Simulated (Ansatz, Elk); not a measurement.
# CdH3Pd: X-ray structure factors from the self-consistent density

The structure of CdH3Pd used here is made up (a known structure type with other elements) and was relaxed beforehand with PBEsol. The aim is the Fourier transform of its all-electron density, F(hkl), set beside the sum over free spherical atoms that refinements use.

Method: DFT, PBE, all-electron APW+lo, Dirac cores, scalar-relativistic bands, static density, no spin, in Elk 11.2.3 (patched build).

This account leaves out most program logs.

The structure was built from a prototype and need not be the compound's stable phase.

### 1. The starting structure

Symmetry: Pm-3m, No. 221, cubic system. The conventional cell has a = 3.613 Å, b = 3.613 Å, c = 3.613 Å, α = 90.00°, β = 90.00°, γ = 90.00°. Cd has 12 H at 2.55 Å nearest. Nearest to Pd lie 6 H at 1.81 Å. Nearest to H lie 2 Pd at 1.81 Å. Farther neighbours are not listed.

### 2. Ground state and structure factors

An all-electron density is needed, since X-rays see the cores too. Task 0 finds the density and task 195 Fourier-transforms it; tshift is off so that phases refer to the origin typed.

File elk.in:

```
tasks
  0
  195

xctype
  20

spinpol
  .false.

rgkmax
  7.0

gmaxvr
  14.0

lmaxo
  7

lmaxapw
  8

swidth
  0.002

tshift
  .false.

ramdisk
  .false.

hmaxvr
  5.5

maxscl
  120

epspot
  1e-06

sppath
  './'

avec
  6.82677911887 -0.00000000000 -0.00000000000
  0.00000000000 6.82677911887 -0.00000000000
  -0.00000000000 -0.00000000000 6.82677911887

atoms
  3
  'Cd.in'
  1
  0.5000000000 0.5000000000 0.5000000000   0.000000 0.000000 0.000000
  'Pd.in'
  1
  -0.0000000000 -0.0000000000 0.0000000000   0.000000 0.000000 0.000000
  'H.in'
  3
  0.0000000000 0.0000000000 0.5000000000   0.000000 0.000000 0.000000
  -0.0000000000 0.5000000000 0.0000000000   0.000000 0.000000 0.000000
  0.5000000000 0.0000000000 0.0000000000   0.000000 0.000000 0.000000

ngridk
  6 6 6
```

The run is started by

```console
$ OMP_NUM_THREADS=4 elk
```

Elapsed: 20 s, on 4 threads of Arm Neoverse V2, shared host; peak memory 0.16 GiB; 60 s of CPU time.

SFACRHO.OUT:

```text

h k l indices transformed by vhmat matrix:
   1.000000000       0.000000000       0.000000000    
   0.000000000       1.000000000       0.000000000    
   0.000000000       0.000000000       1.000000000    

      h      k      l  multipl.   |H|            Re(F)            Im(F)           |F|

      0      0      0      1   0.0000000       97.000000     -0.21336012E-17   97.000000    
     -1      0      0      6  0.92037331      -1.0221120      0.13449272E-13   1.0221120    
      0     -1      1     12   1.3016044       75.711161     -0.37843006E-14   75.711161    
     -1     -1      1      8   1.5941333      -3.2508456      0.11918659E-13   3.2508456    
     -2      0      0      6   1.8407466       68.068975     -0.22264052E-13   68.068975    
      1      0      2     24   2.0580173      -1.5255364     -0.46127127E-13   1.5255364    
      1      1      2     24   2.2544450       60.675468      0.40273707E-13   60.675468    
      0     -2      2     12   2.6032088       56.731291     -0.54215216E-14   56.731291    
     -1     -2      2     24   2.7611199      -1.2420944      0.21392729E-13   1.2420944    
      0     -3      0      6   2.7611199      -1.2378833      0.39360742E-13   1.2378833    
     -3      0      1     24   2.9104760       52.574091     -0.41267314E-13   52.574091    
     -3     -1     -1     24   3.0525329      -1.5076242      0.30523674E-13   1.5076242    
      2     -2      2      8   3.1882667       50.114748      0.16459737E-13   50.114748    
      2      3      0     24   3.3184532     -0.98806449     -0.28862030E-13  0.98806449    
     -1      2      3     48   3.4437216       47.438508      0.31174766E-13   47.438508    
      0      4      0      6   3.6814932       45.671187      0.29952851E-13   45.671187    
     -2      2      3     24   3.7947964     -0.81532599     -0.32230207E-13  0.81532599    
      4      0      1     24   3.7947964     -0.88509215     -0.26433160E-13  0.88509215
```

Elk indexes on the primitive cell of elk.in and gives |H| = 4π sin θ/λ in inverse bohr. Below, one row stands for each form hkl of the conventional cell (m members, Friedel mates merged), F is for one primitive cell and the density is static (no thermal factor). Free-atom factors are Waasmaier and Kirfel's, and R is Σm||F|−|F'||/Σm|F|.

```tsv
hkl	m	sin θ/λ (Å⁻¹)	abs F, DFT	neutral atoms	diff.
100	6	0.138	1.022	0.876	+0.146
110	12	0.196	75.711	76.225	-0.513
111	8	0.240	3.251	2.844	+0.407
200	6	0.277	68.069	68.148	-0.079
210	24	0.309	1.526	1.471	+0.055
211	24	0.339	60.675	60.670	+0.005
220	12	0.392	56.731	56.559	+0.172
221	24	0.415	1.242	1.342	-0.100
300	6	0.415	1.238	1.342	-0.104
310	24	0.438	52.574	52.414	+0.160
311	24	0.459	1.508	1.586	-0.079
222	8	0.479	50.115	49.886	+0.228
320	24	0.499	0.988	1.109	-0.120
321	48	0.518	47.438	47.265	+0.174
```

### 3. The highest occupied states alone

An energy window below the Fermi level keeps the highest occupied states, to see at which angles they scatter; shallow core shells can lie inside it and anion s states outside. No new self-consistency is needed.

elk.in, as its differences from that of step 2:

```diff
@@ -1,3 +1,2 @@
 tasks
-  0
   195
@@ -40,2 +39,5 @@
 
+wsfac
+  -0.066060 0.601430
+
 sppath
```

The run is started by

```console
$ OMP_NUM_THREADS=4 elk
```

The job ended after 4.2 s (4 threads; peak memory 0.16 GiB).

States within 10 eV below the Fermi level hold 23.93 electrons; any levels below the window count with the cores, and a count that is not whole means the window cuts a band. Their amplitudes can exceed the total, where window and core parts have opposite phase:

```tsv
hkl	sin θ/λ (Å⁻¹)	abs F, window	abs F, all
100	0.138	0.397	1.022
110	0.196	9.243	75.711
111	0.240	2.382	3.251
200	0.277	6.414	68.069
210	0.309	0.700	1.526
211	0.339	2.982	60.675
220	0.392	2.250	56.731
221	0.415	0.336	1.242
300	0.415	0.416	1.238
310	0.438	0.878	52.574
```

### 4. Another functional

The difference from free atoms is small, so it is set against the change that LDA (Perdew-Wang) makes.

elk.in, as its differences from that of step 3:

```diff
@@ -1,2 +1,3 @@
 tasks
+  0
   195
@@ -4,3 +5,3 @@
 xctype
-  20
+  3
 
@@ -39,5 +40,2 @@
 
-wsfac
-  -0.066060 0.601430
-
 sppath
```

The run is started by

```console
$ OMP_NUM_THREADS=4 elk
```

Run time: 11 s. Hardware: 4 threads; peak memory 0.16 GiB; 34 s of CPU time.

Against the first run R = 0.05 %; the largest change is -0.093 at 200.

### 5. A coarser k-mesh

About half the k-points along each axis test the sampling.

elk.in, as its differences from that of step 4:

```diff
@@ -5,3 +5,3 @@
 xctype
-  3
+  20
 
@@ -63,2 +63,2 @@
 ngridk
-  6 6 6
+  3 3 3
```

The run is started by

```console
$ OMP_NUM_THREADS=4 elk
```

Elapsed: 9.8 s, on 4 threads; peak memory 0.16 GiB; 21 s of CPU time.

Against the first run R = 0.02 %; the largest change is +0.028 at 200.

### 6. Settings against the effect

```tsv
run	R against the first run (%)	R against neutral atoms, low angle (%)	wall time
PBE, rgkmax 7	0.00	0.80	20 s
LDA (Perdew-Wang)	0.05	0.82	11 s
k-mesh 3×3×3	0.02	0.80	9.8 s
```

### 7. Summary of results

```json
{"R against neutral atoms, sin θ/λ < 0.3 Å⁻¹": "0.80 %", "R against neutral atoms, 0.3 to 0.82 Å⁻¹": "0.30 %"}
```

What this shows: Independent neutral atoms miss the calculated amplitudes by R = 0.80 % below 0.3 Å⁻¹ and 0.30 % from there to 0.82 Å⁻¹; by shells, 14.31 % below 0.15 Å⁻¹ (1 form), 0.74 % 0.15 to 0.3 (3 forms), 0.30 % 0.3 to 0.45 (6 forms), 0.30 % above 0.45 (29 forms). Bonding, aspherical density and the tables' own atoms all enter these figures, and the runs don't part them. The largest change of an amplitude is -0.51 electrons, at 110. Weak lines can change much in proportion: 100 goes from 0.88 to 1.02. The window's part falls from 23.9 electrons at the origin to at most 0.66 between 0.45 and 0.82 Å⁻¹. Below 0.3 Å⁻¹ the changes that finished (LDA (Perdew-Wang) and k-mesh 3×3×3) move F by R = 0.10 % at most, against the 0.80 % that separates it from free atoms. The basis has no finished test. These runs have no spin, though d or f shells may be open. Part of the difference isn't bonding: the tables are fits to free atoms and ions calculated by other methods than this functional. Thermal motion, anomalous dispersion and extinction are left out.

[Logs are printed without paths, hosts, clocks, repeated set-up lines and the standing remarks that a program may print on its own settings, such as how far it seeks lower states.]

[Hosts, paths, dates, database ids (printed as entryN), source tags and the programs' standing remarks are cut or masked in the printed files.]
